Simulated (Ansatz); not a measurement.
# Work functions of simple metals

How does the work function of the densest face change from element to element, and how far does electronegativity predict it?

Set-up. Ansatz 0.2.0, plane waves with PAW datasets (its set soft_2) at their recommended cutoffs; symmetric slabs of 7 layers (11 for bcc (111)) cut at the tabulated experimental lattice constant, atoms at bulk places, 18 Å of vacuum, k-spacing 0.16 Å⁻¹ (2π included), Fermi-Dirac smearing of 0.1 eV, SCF threshold 1e-9 eV; spin-polarised where the metal is Fe, Co or Ni. The work function is the vacuum level less the Fermi level; differences are formed before rounding. PBE throughout; Pauling electronegativities.

What came out:

```
    face  atoms per nm²  electronegativity  work function (eV)
 Li(110)           11.6               0.98                3.25
Be(0001)           22.0               1.57                5.32
 Na(110)            7.9               0.93                2.84
Mg(0001)           11.2               1.31                3.69
 Al(111)           14.1               1.61                4.04
  K(110)            5.2               0.82                2.39
 Ca(111)            7.4               1.00                2.99
Zn(0001)           16.3               1.65                4.14
 Sr(111)            6.2               0.95                2.71
Cd(0001)           13.0               1.69                3.88
```

**Reading.** The values run from 2.39 eV (K) to 5.32 eV (Be). They follow electronegativity closely (correlation 0.85, slope 2.1 eV per unit), with Be farthest from the line. They follow the density of the top layer closely (0.98).

What the numbers leave out: One face stands for each metal, and other faces differ, by up to about an eV on some metals. The table is a selection: not every member that was run is listed.

[Logs are printed without paths, hosts, clocks, repeated set-up lines and the standing remarks that a program may print on its own settings, such as how far it seeks lower states.]
